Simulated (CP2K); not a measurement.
The O K edge of urea monohydrate was computed by TDDFT (CP2K XAS_TDP, aug-cc-pVDZ, TDA) at these levels: PBE0, PBEh(45%) and PBEh(45%) + GW2X. The first three lines of O4 (bonded to C, takes 1 H bond) with a strength over 0.0015, energy in eV and strength:

```
run           first          second           third
  1  528.40 (0.032)  531.22 (0.002)  531.34 (0.003)
  2  533.11 (0.031)  535.93 (0.002)  536.06 (0.003)
  3  520.34 (0.025)  521.80 (0.002)  524.19 (0.003)
```

Question: Which run is which?

Run 1: PBEh(45%) (45 % exact exchange). Run 2: PBEh(45%) + GW2X (45 % exact exchange). Run 3: PBE0 (25 % exact exchange). Self-interaction lifts the core level, so the uncorrected lines rise with the share of exact exchange. The GW2X run keeps the spacings of its parent: 2.82 eV between the first two lines in run 2, 2.82 eV in run 1. Its shift is +4.71 eV, since the Kohn–Sham level at this share of exchange lies that far above the quasiparticle level.

[Banner, clock and machine lines of the logs are left out without a mark of their own.]

[Logs are printed without paths, hosts, clocks, repeated set-up lines and the standing remarks that a program may print on its own settings, such as how far it seeks lower states.]

[Hosts, paths, dates, database ids (printed as entryN), source tags and the programs' standing remarks are cut or masked in the printed files.]
